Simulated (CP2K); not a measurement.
Consider ammonium dihydrate at its PBE geometry (Å).

```xyz
11

N     0.0362    0.9394    0.0902
O    -1.8456   -0.6046    1.2436
O     1.8075   -0.5154   -1.3398
H    -0.7116    0.3216    0.5241
H    -0.3990    1.6267   -0.5338
H     0.5281    1.4421    0.8368
H     0.7323    0.3575   -0.4624
H    -2.7936   -0.4018    1.3314
H    -1.7341   -1.4964    1.6171
H     1.6105   -1.2888   -1.8972
H     2.7693   -0.3803   -1.4101
```

Method: CP2K XAS_TDP, all-electron GAPW, PBEh(45%), aug-cc-pVDZ, TDA, no relativity.

Predict the bright core excitations at the N K edge.

Leading lines: N1 400.89 eV. The leading line of an atom is its first one with 35 % of the strongest within 2.5 eV of its lowest line over the strength cut. 

The first six lines of each atom with a strength over 0.0015:

```tsv
atom	energy (eV)	states	strength, one atom
N1 (bonded to 4 H, gives 2 H bonds)	399.98	1	0.0091
	400.89	1	0.0411
	401.86	1	0.0194
	402.21	1	0.0148
	404.26	1	0.0120
	404.61	1	0.0176
```

Lines are vertical, at one geometry, with no vibrational structure. Without a correction of the core level, line positions, and the gaps between valence and Rydberg lines, follow the share of exact exchange. At this level such K lines come out 3 to 6 eV under measured ones. These values hold no scalar relativity, about 0.2 eV for N 1s. Rydberg lines, and the discretised continuum above threshold, depend on the basis and the box. This is one low-energy arrangement of the cluster, relaxed without a dispersion correction; others exist. The ion (charge +1) is isolated, with no counter-ion or solvent.

[Banner, clock and machine lines of the logs are left out without a mark of their own.]

[Logs are printed without paths, hosts, clocks, repeated set-up lines and the standing remarks that a program may print on its own settings, such as how far it seeks lower states.]

[Hosts, paths, dates, database ids (printed as entryN), source tags and the programs' standing remarks are cut or masked in the printed files.]
